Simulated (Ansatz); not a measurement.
# Sensitivity of the G0W0 gap of SiC (P6_3mc)

Aim: change settings of a G0W0 run on SiC (P6_3mc) and see what moves.

Calculated with Ansatz 0.2.0; G0W0 on r2SCAN, plane waves, PAW.

### 1. The starting structure

It takes space group P6_3mc (No. 186, hexagonal). The conventional cell has a = 3.079 Å, b = 3.079 Å, c = 20.146 Å, α = 90.00°, β = 90.00°, γ = 120.00°. Nearest to Si lie 4 C at 1.88 to 1.89 Å. Si has 4 C at 1.88 to 1.89 Å nearest. Nearest to C lie 4 Si at 1.88 to 1.89 Å. C has 4 Si at 1.88 to 1.89 Å nearest. Farther neighbours are not listed.

The cell and positions come from the Crystallography Open Database and are kept as given unless a step says otherwise. The default PAW set here is soft_2. Its files were made with PBE.

### 2. The base run: 6×6×1 mesh, 421 empty bands, screening to 108 eV

G0W0 replaces the xc potential by the self-energy, built once from these orbitals. Only a window of levels is corrected, while the sums run over the empty bands that the input names.

Contents of input.yaml:

```yaml
crystal:
  lattice:
    - [3.079, 0.0, 0.0]
    - [-1.5395, 2.6664922183, 0.0]
    - [0.0, 0.0, 20.146]
  atoms:
    - { symbol: Si, position: [0.3333333333, 0.6666666667, 0.25] }
    - { symbol: Si, position: [0.6666666667, 0.3333333333, 0.75] }
    - { symbol: Si, position: [0.3333333333, 0.6666666667, 0.625] }
    - { symbol: Si, position: [0.6666666667, 0.3333333333, 0.125] }
    - { symbol: Si, position: [0.0, 0.0, 0.0] }
    - { symbol: Si, position: [0.0, 0.0, 0.5] }
    - { symbol: Si, position: [0.3333333333, 0.6666666667, 0.875] }
    - { symbol: Si, position: [0.6666666667, 0.3333333333, 0.375] }
    - { symbol: C, position: [0.3333333333, 0.6666666667, 0.969] }
    - { symbol: C, position: [0.6666666667, 0.3333333333, 0.469] }
    - { symbol: C, position: [0.0, 0.0, 0.094] }
    - { symbol: C, position: [0.0, 0.0, 0.594] }
    - { symbol: C, position: [0.3333333333, 0.6666666667, 0.344] }
    - { symbol: C, position: [0.6666666667, 0.3333333333, 0.844] }
    - { symbol: C, position: [0.3333333333, 0.6666666667, 0.719] }
    - { symbol: C, position: [0.6666666667, 0.3333333333, 0.219] }
kpoints:
  mp_grid: { grid: [6, 6, 1] }
hamiltonian:
  xc: r2scan
scf:
  occupations: { method: fixed }
gw:
  n_empty_bands: 421
  ecut_chi: 108
  qp_bands: [v4, c4]
  qp_kpoints: band_edges
  screening: { model: contour_deformation }
```

Run with:

```
ansatz run input.yaml --threads 3 --pin off --max-ram 92160MiB --backend cuda --events-out ev --progress --plain --runs-dir out --devices 1 --max-vram 13GiB  # rebuilt from the run's record
```

Numbers of over 12 decimals in the logs are rounded to 6 here.

What it wrote:

```text
GPUs: using 1 of 1 available (devices: 1).
Engine: ansatz 0.2.0, x86_64-unknown-linux-gnu
Pseudopotentials: kind: paw
Pseudopotential: Si, paw, valence charge 4, recommended cutoff 500 eV (meta_gga), Si.paw.azcp
Pseudopotential: C, paw, valence charge 4, recommended cutoff 500 eV (meta_gga), C.paw.azcp
Functional definition: r2SCAN
  parameter k0 = 0.174
  parameter k1 = 0.065
  parameter a1 = 4.9479
  exchange = r2scan_x(k0 = k0, k1 = k1, a1 = a1)
  correlation = r2scan_c
device memory: the entry about to start is reckoned to put 3.2 GiB on a device that reports 54.0 GiB free (of which the cap on the GPU budget leaves the run 13.0 GiB)
GPU FFT provider: cuFFT
GPU libraries: cuBLAS 13.8.2, cuFFT 12.4.0, cuSOLVER 12.3.4
Crystal: 16 atoms, lattice volume = 165.401 Å³
Basis set: ecut = 500 eV, 4225 PW (Γ), exchange–correlation on 96×96×600 points (64 copies of the dense FFT grid, shifted against one another)
Bands: 48, of which v1, the nominal top of the filled ones, is band 32 counted from 1 (31 counted from 0)
Symmetry: 12 space group operations
Space group: P63mc (ITA 186), of the structure as read, at distance tolerance 5.5e-5 Å
k-points: 7 of 36
Non-local potential: Si, projectors of the file, l = 0: 2, l = 1: 2, l = 2: 2
Non-local potential: C, projectors of the file, l = 0: 2, l = 1: 2, l = 2: 1
PAW form: soft (Blöchl's): semilocal exchange-correlation on the pseudo side does not see the compensation charge
PAW frozen core: Si, regenerated for the run's functional (the file was generated under x = pbe(κ = 0.804, μ = 0.219515), c = pbe(β = 0.066725))
PAW frozen core: C, regenerated for the run's functional (the file was generated under x = pbe(κ = 0.804, μ = 0.219515), c = pbe(β = 0.066725))
PAW one-centre angular grid: Si, 302 points (default); XC on 160 Gauss nodes
PAW one-centre angular grid: C, 302 points (default); XC on 239 of its mesh's 2573 points in the sphere
Initial density: superposition of atomic densities (neutral atoms: chi_scale 0, normalization atom), corrected by the library's trained network
Initial wavefunctions: pseudopotential atomic-orbital guess
GPU buffer pool allocated for 86400 grid points (all kernels)
GPU transforms: local potential and band sums: pruned to the plane-wave sphere, on 24×24×150
Functional: x = r2scan, c = r2scan; τ floored in thin density (d = 2e-4 eV/Å³)
SCF iter   1: F=—  HF=-7130.275862 eV  |F-HF|=—  |Δ(HF+E_count)|=         —  Δρ=5.91e-3  dr2=4.05e-2  dr2_τ=1.56e0  ethr=1.77e-3  ⟨swp⟩=5.0  Hψ=1335  notcnv=0  defer=93
preconditioner: auto → none  [insulator: Δε(μ)=2.083 eV  Ē_g=12.845 eV  n_scr=14 (ndim 8)  ℏωp=23.1 eV  f_vac=0.000  ε∞_Penn≈4.2]
[...]
E_vpaw       = -73.153169  (= ΣTr[D̂ρ^β])
  E_aug_tail   = 0.000066  (compensation charges beyond the density's cutoff)
  E_vtau       = 44.550061  (kinetic-family band-sum trace: ∫τ·v_τ [+ j·A + Jᵃ·Aᵃ] dr)
  E_ewald      = -2278.037772
  E_core_change = -0.809654  (= ΣΔE_core)
  E_smearing   = -0.000000  (= −TS)
  E_closure    = 0.000000  (closes the sum)
  Σ components = -7130.632323   (vs F -7130.632323, Δ=0.00e0)
--- Band table (eV; the first three rows and the last of 7) ---
  k-point 0: bands = [... 28 lower, 9.2204, 9.4022, 9.4022, 9.4049, 15.1844, 15.2496, 15.5844, 15.8485, ... 12 higher]
  k-point 1: bands = [... 28 lower, 8.8192, 8.8609, 9.1052, 9.1585, 14.6552, 14.8881, 14.9097, 15.3915, ... 12 higher]
  k-point 2: bands = [... 28 lower, 8.1094, 8.1450, 8.3486, 8.5459, 12.5303, 12.5886, 13.2382, 13.5714, ... 12 higher]
  k-point 6: bands = [... 28 lower, 6.8271, 6.8896, 7.1798, 7.1798, 13.1203, 13.8701, 13.9855, 13.9855, ... 12 higher]
--- G₀W₀: contour deformation, 6 samples at zero and on the imaginary axis and 2 off it, 36 q-points, 421 empty bands' worth ---
  eigenvalues of the whole cell's RPA ε∞ on this k-mesh (on a slab, of 1 + 4πα/V) = 6.1966, 6.3241, 6.3241; static W/v taken at q = 0 is 0.159016
  bands read: the sum over 453 bands ends inside a degenerate multiplet in 1 slot, whose members it reads at an even weight; the widest, k=6: bands 453 to 454 (counted from 1) at 1/2 each
  gw.qp_kpoints: band_edges: 5 of 7 stored k-points solved, in 1 pass; an edge of the gap read off the rows below is read off those points alone
    valence top: of the k-points left out ik 4 came nearest to being solved in a further pass, in band 32 (counted from 1, as in the quasiparticle table): it holds the edge there only if its correction is more favourable than any solved in that band by at least 0.620 eV; those differ by 0.135 eV
    conduction bottom: of the k-points left out ik 5 came nearest to being solved in a further pass, in band 33 (counted from 1, as in the quasiparticle table): it holds the edge there only if its correction is more favourable than any solved in that band by at least 1.288 eV; those differ by 0.190 eV
    ik  band        ε_KS         Σx   Σc(E_QP)       V_xc       Z   E_QP_lin       E_QP  E_QP is
     0    29      9.2204   -18.4219     2.2186   -15.8763  0.8015     8.8927     8.8934  root
     0    30      9.4022   -18.4013     2.1793   -15.9060  0.8022     9.0855     9.0862  root
     0    31      9.4022   -18.4013     2.1793   -15.9060  0.8022     9.0855     9.0862  root
     0    32      9.4049   -18.3101     2.1302   -15.8671  0.8024     9.0914     9.0920  root
     0    33     15.1844    -8.9808    -4.5854   -13.9787  0.8136    15.5981    15.5969  root
     0    34     15.2496    -8.9284    -4.6011   -13.9398  0.8132    15.6612    15.6600  root
     0    35     15.5844    -8.9166    -4.6482   -13.9836  0.8121    16.0045    16.0031  root
     0    36     15.8485    -8.7888    -4.7191   -13.9269  0.8099    16.2689    16.2675  root
[...]
6    33     13.1203    -6.7088    -4.1373   -11.0823  0.8262    13.3568    13.3563  root
     6    34     13.8701    -6.9491    -4.1953   -11.4213  0.8207    14.1474    14.1469  root
     6    35     13.9855    -7.1747    -4.2751   -11.7462  0.8204    14.2824    14.2819  root
     6    36     13.9855    -7.1747    -4.2751   -11.7462  0.8204    14.2824    14.2819  root
[key lines of the parts left out:]
SCF converged after 9 iterations
Free energy (F): -7130.632323 eV
Fermi energy:    9.404868 eV
```

Run time: 22 s. Hardware: 1 × NVIDIA H100 80GB HBM3 (shared by 6 runs) with 3 threads of AMD EPYC 7R13 (Zen 3), shared host; peak memory 1.8 GiB; 23 s of CPU time.

This step gave:

```
bands summed                                 : 453
RPA ε∞ on this mesh (eigenvalues)            : 6.197, 6.324, 6.324
plane waves in the screening matrix          : 437
q-points in the mesh                         : 36
G0W0 gap on the mesh                         : 2.671 eV
k of the valence top                         : 0, 0, 0
k of the conduction bottom                   : 0, -0.5, 0
starting gap on the mesh                     : 2.136 eV
Z at the valence top                         : 0.8024
Z at the conduction bottom                   : 0.8268
least direct G0W0 gap on the computed points : 3.894 eV
```

The gap on the mesh goes from 2.14 eV to 2.67 eV, a correction of +0.54 eV. Between the two edge states, bare exchange in place of the xc potential would open the gap by 6.51 eV, and correlation takes back 5.97 eV.

### 3. Variant: all filled levels at the zone centre

Changes to input.yaml since step 2:

```diff
@@ -29,6 +29,6 @@
 gw:
-  n_empty_bands: 421
-  ecut_chi: 108
-  qp_bands: [v4, c4]
-  qp_kpoints: band_edges
+  n_empty_bands: 375
+  ecut_chi: 100
+  qp_bands: [lowest, c2]
+  qp_kpoints: [[0, 0, 0]]
   screening: { model: contour_deformation }
```

What it wrote:

```text
GPUs: using 1 of 1 available (devices: 1).
[...]
GPU FFT provider: cuFFT
GPU libraries: cuBLAS 13.8.2, cuFFT 12.4.0, cuSOLVER 12.3.4
Crystal: 16 atoms, lattice volume = 165.401 Å³
Basis set: ecut = 500 eV, 4225 PW (Γ), exchange–correlation on 96×96×600 points (64 copies of the dense FFT grid, shifted against one another)
Bands: 48, of which v1, the nominal top of the filled ones, is band 32 counted from 1 (31 counted from 0)
Symmetry: 12 space group operations
[...]
k-points: 7 of 36
[...]
GPU buffer pool allocated for 86400 grid points (all kernels)
[...]
SCF iter   1: F=—  HF=-7130.275862 eV  |F-HF|=—  |Δ(HF+E_count)|=         —  Δρ=5.91e-3  dr2=4.05e-2  dr2_τ=1.56e0  ethr=1.77e-3  ⟨swp⟩=5.0  Hψ=1335  notcnv=0  defer=93
[...]
SCF iter   9: F=-7130.632323 eV  HF=-7130.632323 eV  |F-HF|=5.09e-9  |Δ(HF+E_count)|=   1.81e-8  Δρ=3.36e-6  dr2=8.41e-9  dr2_τ=2.01e-10  ethr=1.56e-10  ⟨swp⟩=13.6  Hψ=1657  notcnv=0
SCF 1 converged in 9 iterations: F = -7130.632323 eV  dr2 = 8.41e-9
[...]
NSCF: frozen V_eff on 7 k-points
[...]
G₀W₀ screening: q 1/7
[... further progress lines ...]
[...]
SCF converged after 9 iterations
Free energy (F): -7130.632323 eV
[...]
Internal energy: -7130.632323 eV  (E = F + TS)
E sigma→0 (E₀):  -7130.632323 eV
Fermi energy:    9.404868 eV
[...]
--- Band table (eV; the first three rows and the last of 7) ---
  k-point 0: bands = [... 28 lower, 9.2204, 9.4022, 9.4022, 9.4049, 15.1844, 15.2496, 15.5844, 15.8485, ... 12 higher]
  k-point 1: bands = [... 28 lower, 8.8192, 8.8609, 9.1052, 9.1585, 14.6552, 14.8881, 14.9097, 15.3915, ... 12 higher]
  k-point 2: bands = [... 28 lower, 8.1094, 8.1450, 8.3486, 8.5459, 12.5303, 12.5886, 13.2382, 13.5714, ... 12 higher]
  k-point 6: bands = [... 28 lower, 6.8271, 6.8896, 7.1798, 7.1798, 13.1203, 13.8701, 13.9855, 13.9855, ... 12 higher]
[...]
0     1     -6.8193   -23.3345     7.7876   -15.2761  0.7402    -7.0912    -7.0901  root
     0     2     -6.5275   -23.2899     7.7122   -15.3205  0.7390    -6.7852    -6.7847  root
     0     3     -6.4787   -23.2841     7.7146   -15.3154  0.7411    -6.7332    -6.7328  root
     0     4     -5.5971   -23.1784     7.5009   -15.4710  0.7240    -5.8039    -5.8036  root
     0     5     -5.5687   -23.1744     7.5072   -15.4659  0.7226    -5.7702    -5.7699  root
     0     6     -4.2157   -23.1752     7.1396   -15.8514  0.7311    -4.4005    -4.3999  root
     0     7     -4.1846   -23.1673     7.1383   -15.8419  0.7321    -4.3722    -4.3716  root
     0     8     -3.1979   -23.5317     6.9539   -16.4482  0.7460    -3.3276    -3.3274  root
[...]
0    31      9.4022   -18.4013     2.2304   -15.9060  0.8027     9.1368     9.1372  root
     0    32      9.4049   -18.3101     2.1820   -15.8671  0.8029     9.1433     9.1438  root
     0    33     15.1844    -8.9808    -4.5499   -13.9787  0.8139    15.6338    15.6324  root
     0    34     15.2496    -8.9284    -4.5659   -13.9398  0.8136    15.6966    15.6952  root
```

Run time: 24 s. Hardware: 1 × NVIDIA H100 80GB HBM3 (shared by 6 runs) with 3 threads; peak memory 1.7 GiB.

Absolute levels on the run's own zero. QP, by row:

| k index | band | KS (eV) | Sigma_x (eV) | Sigma_c (eV) | Vxc (eV) | Z | QP linearised (eV) | QP (eV) | source | doubts |
| --- | --- | --- | --- | --- | --- | --- | --- | --- | --- | --- |
| 0 | 1 | -6.819 | -23.33 | 7.788 | -15.28 | 0.7402 | -7.091 | -7.09 | root |  |
| 0 | 2 | -6.527 | -23.29 | 7.712 | -15.32 | 0.739 | -6.785 | -6.785 | root |  |
| 0 | 3 | -6.479 | -23.28 | 7.715 | -15.32 | 0.7411 | -6.733 | -6.733 | root |  |
| 0 | 4 | -5.597 | -23.18 | 7.501 | -15.47 | 0.724 | -5.804 | -5.804 | root |  |
| 0 | 5 | -5.569 | -23.17 | 7.507 | -15.47 | 0.7226 | -5.77 | -5.77 | root |  |
| 0 | 6 | -4.216 | -23.18 | 7.14 | -15.85 | 0.7311 | -4.401 | -4.4 | root |  |
| 0 | 7 | -4.185 | -23.17 | 7.138 | -15.84 | 0.7321 | -4.372 | -4.372 | root |  |
| 0 | 8 | -3.198 | -23.53 | 6.954 | -16.45 | 0.746 | -3.328 | -3.327 | root |  |
| 0 | 9 | 0.5572 | -19.2 | 4.893 | -13.78 | 0.7341 | 0.0287 | 0.0313 | root |  |
| 0 | 10 | 2.053 | -19.41 | 4.476 | -14.45 | 0.7468 | 1.566 | 1.568 | root |  |
| 0 | 11 | 2.093 | -19.39 | 4.463 | -14.44 | 0.7512 | 1.597 | 1.6 | root |  |
| 0 | 12 | 4.899 | -18.97 | 3.499 | -15 | 0.7647 | 4.431 | 4.435 | root |  |
| 0 | 13 | 4.92 | -18.96 | 3.488 | -15.01 | 0.7644 | 4.452 | 4.456 | root |  |
| 0 | 14 | 7.835 | -18.41 | 2.543 | -15.51 | 0.7949 | 7.475 | 7.476 | root |  |
| 0 | 15 | 7.86 | -18.39 | 2.53 | -15.5 | 0.7952 | 7.499 | 7.5 | root |  |
| 0 | 16 | 8.222 | -18.67 | 2.536 | -15.79 | 0.7977 | 7.878 | 7.879 | root |  |
| 0 | 17 | 8.222 | -18.67 | 2.536 | -15.79 | 0.7977 | 7.878 | 7.879 | root |  |
| 0 | 18 | 8.314 | -18.63 | 2.505 | -15.79 | 0.7983 | 7.975 | 7.976 | root |  |
| 0 | 19 | 8.314 | -18.63 | 2.505 | -15.79 | 0.7983 | 7.975 | 7.976 | root |  |
| 0 | 20 | 8.419 | -18.63 | 2.486 | -15.81 | 0.7985 | 8.087 | 8.088 | root |  |
| 0 | 21 | 8.419 | -18.63 | 2.486 | -15.81 | 0.7985 | 8.087 | 8.088 | root |  |
| 0 | 22 | 8.706 | -18.52 | 2.4 | -15.81 | 0.8 | 8.39 | 8.39 | root |  |
| 0 | 23 | 8.706 | -18.52 | 2.4 | -15.81 | 0.8 | 8.39 | 8.39 | root |  |
| 0 | 24 | 8.782 | -18.52 | 2.382 | -15.83 | 0.8002 | 8.474 | 8.475 | root |  |
| 0 | 25 | 8.782 | -18.52 | 2.382 | -15.83 | 0.8002 | 8.474 | 8.475 | root |  |
| 0 | 26 | 9.155 | -18.43 | 2.287 | -15.86 | 0.8018 | 8.87 | 8.87 | root |  |
| 0 | 27 | 9.155 | -18.43 | 2.287 | -15.86 | 0.8018 | 8.87 | 8.87 | root |  |
| 0 | 28 | 9.22 | -18.42 | 2.269 | -15.88 | 0.8021 | 8.943 | 8.944 | root |  |
| 0 | 29 | 9.22 | -18.42 | 2.269 | -15.88 | 0.8021 | 8.943 | 8.944 | root |  |
| 0 | 30 | 9.402 | -18.4 | 2.23 | -15.91 | 0.8027 | 9.137 | 9.137 | root |  |
| 0 | 31 | 9.402 | -18.4 | 2.23 | -15.91 | 0.8027 | 9.137 | 9.137 | root |  |
| 0 | 32 | 9.405 | -18.31 | 2.182 | -15.87 | 0.8029 | 9.143 | 9.144 | root |  |
| 0 | 33 | 15.18 | -8.981 | -4.55 | -13.98 | 0.8139 | 15.63 | 15.63 | root |  |
| 0 | 34 | 15.25 | -8.928 | -4.566 | -13.94 | 0.8136 | 15.7 | 15.7 | root |  |

Against the base:

| setting | base | variant |
| --- | --- | --- |
| empty bands | 421 | 375 |
| screening cutoff (eV) | 108 | 100 |
| levels asked | v4 to c4 | lowest to c2 |
| points asked | band edges | [[0, 0, 0]] |

### 4. Variant: no symmetry

Changes to input.yaml since step 3:

```diff
@@ -22,2 +22,3 @@
     - { symbol: C, position: [0.6666666667, 0.3333333333, 0.219] }
+  symmetry: { detect: false }
 kpoints:
@@ -29,6 +30,6 @@
 gw:
-  n_empty_bands: 375
-  ecut_chi: 100
-  qp_bands: [lowest, c2]
-  qp_kpoints: [[0, 0, 0]]
+  n_empty_bands: 174
+  ecut_chi: 60
+  qp_bands: [v4, c4]
+  qp_kpoints: band_edges
   screening: { model: contour_deformation }
```

What it wrote:

```text
GPUs: using 1 of 1 available (devices: 1).
[...]
GPU FFT provider: cuFFT
GPU libraries: cuBLAS 13.8.2, cuFFT 12.4.0, cuSOLVER 12.3.4
Crystal: 16 atoms, lattice volume = 165.401 Å³
Basis set: ecut = 500 eV, 4225 PW (Γ), exchange–correlation on 96×96×600 points (64 copies of the dense FFT grid, shifted against one another)
Bands: 48, of which v1, the nominal top of the filled ones, is band 32 counted from 1 (31 counted from 0)
Symmetry: 1 space group operations
k-points: 20 of 36 (time reversal used)
[...]
GPU buffer pool allocated for 86400 grid points (all kernels)
[...]
SCF iter   1: F=—  HF=-7130.276116 eV  |F-HF|=—  |Δ(HF+E_count)|=         —  Δρ=5.96e-3  dr2=4.10e-2  dr2_τ=1.56e0  ethr=1.77e-3  ⟨swp⟩=5.0  Hψ=4038  notcnv=0  defer=269
[...]
SCF iter   9: F=-7130.632323 eV  HF=-7130.632323 eV  |F-HF|=6.85e-9  |Δ(HF+E_count)|=   1.23e-7  Δρ=4.53e-6  dr2=2.91e-8  dr2_τ=3.62e-10  ethr=1.56e-10  ⟨swp⟩=11.8  Hψ=5053  notcnv=0
SCF 1 converged in 9 iterations: F = -7130.632323 eV  dr2 = 2.91e-8
[...]
NSCF: frozen V_eff on 20 k-points, pencils in batches of 32, up to order 192
[...]
G₀W₀ screening: q 1/20
[... further progress lines ...]
[...]
SCF converged after 9 iterations
Free energy (F): -7130.632323 eV
[...]
Internal energy: -7130.632323 eV  (E = F + TS)
E sigma→0 (E₀):  -7130.632323 eV
Fermi energy:    9.404878 eV
[...]
--- Band table (eV; the first three rows and the last of 20) ---
  k-point 0: bands = [... 28 lower, 9.2204, 9.4022, 9.4022, 9.4049, 15.1844, 15.2497, 15.5844, 15.8485, ... 12 higher]
  k-point 1: bands = [... 28 lower, 8.8192, 8.8609, 9.1052, 9.1585, 14.6552, 14.8882, 14.9097, 15.3915, ... 12 higher]
  k-point 2: bands = [... 28 lower, 8.1094, 8.1450, 8.3486, 8.5459, 12.5303, 12.5886, 13.2382, 13.5714, ... 12 higher]
  k-point 19: bands = [... 28 lower, 7.7918, 7.8272, 7.9597, 8.2555, 11.5407, 11.7464, 12.6881, 12.9321, ... 12 higher]
[...]
0    29      9.2204   -18.4219     2.6774   -15.8763  0.8069     9.3521     9.3522  root
     0    30      9.4022   -18.4013     2.6458   -15.9060  0.8076     9.5526     9.5527  root
     0    31      9.4022   -18.4013     2.6458   -15.9060  0.8076     9.5526     9.5527  root
     0    32      9.4049   -18.3101     2.5968   -15.8671  0.8079     9.5585     9.5586  root
     0    33     15.1844    -8.9808    -4.2647   -13.9787  0.8181    15.9215    15.9175  root
     0    34     15.2497    -8.9284    -4.2812   -13.9398  0.8177    15.9839    15.9799  root
     0    35     15.5844    -8.9166    -4.3245   -13.9836  0.8166    16.3311    16.3268  root
     0    36     15.8485    -8.7888    -4.3974   -13.9269  0.8143    16.5938    16.5893  root
[...]
19    33     11.5407    -7.2194    -3.6060   -11.2865  0.8293    12.0030    12.0019  root
    19    34     11.7464    -7.2333    -3.6547   -11.3552  0.8289    12.2148    12.2136  root
    19    35     12.6881    -7.1807    -3.8384   -11.5206  0.8285    13.1911    13.1896  root
    19    36     12.9321    -7.2406    -3.8327   -11.6169  0.8254    13.4775    13.4757  root
```

The job ended after 43 s (1 × NVIDIA H100 80GB HBM3 (shared by 6 runs) with 3 threads; peak memory 1.7 GiB; 69 s of CPU time).

The G0W0 gap on the mesh is 2.443 eV.

Against the base:

| setting | base | variant |
| --- | --- | --- |
| empty bands | 421 | 174 |
| screening cutoff (eV) | 108 | 60 |
| symmetry detection | - | false |

| quantity | variant | base |
| --- | --- | --- |
| starting gap on the mesh | 2.136 | 2.136 |
| G0W0 gap on the mesh | 2.443 | 2.671 |
| least direct G0W0 gap on the computed points | 3.703 | 3.894 |
| Z at the valence top | 0.808 | 0.802 |
| Z at the conduction bottom | 0.829 | 0.827 |

### 5. Summary of results

```json
{"base": "2.67 eV, 22 s", "all filled levels at the zone centre": "direct gap at the listed points 6.49 eV, 24 s", "no symmetry": "2.44 eV, 43 s"}
```

**Reading.** All filled levels at the zone centre: only the listed points were computed; the least direct gap there is 6.49 eV, with empty bands, screening cutoff, levels asked and points asked changed against the base. No symmetry: the gap moves by −0.23 eV. The variant differs from the base in empty bands, screening cutoff and symmetry detection together, so the change can't be laid to one of them. Symmetry itself changes the cost, not the physics. All runs here use a coarse mesh and modest cutoffs; they test settings and are not final values.

[Paths, hosts, dates, memory and timing lines, banners, echoed tables and standing remarks are left out of the program output.]

[Logs are printed without paths, hosts, clocks, repeated set-up lines and the standing remarks that a program may print on its own settings, such as how far it seeks lower states.]

[Runs of the session that timed out or met a known fault of the program may be left out.]

[Cells called generated may have been cut or substituted from an entry of the Crystallography Open Database or the Materials Project.]

[Hosts, paths, dates, database ids (printed as entryN), source tags and the programs' standing remarks are cut or masked in the printed files.]
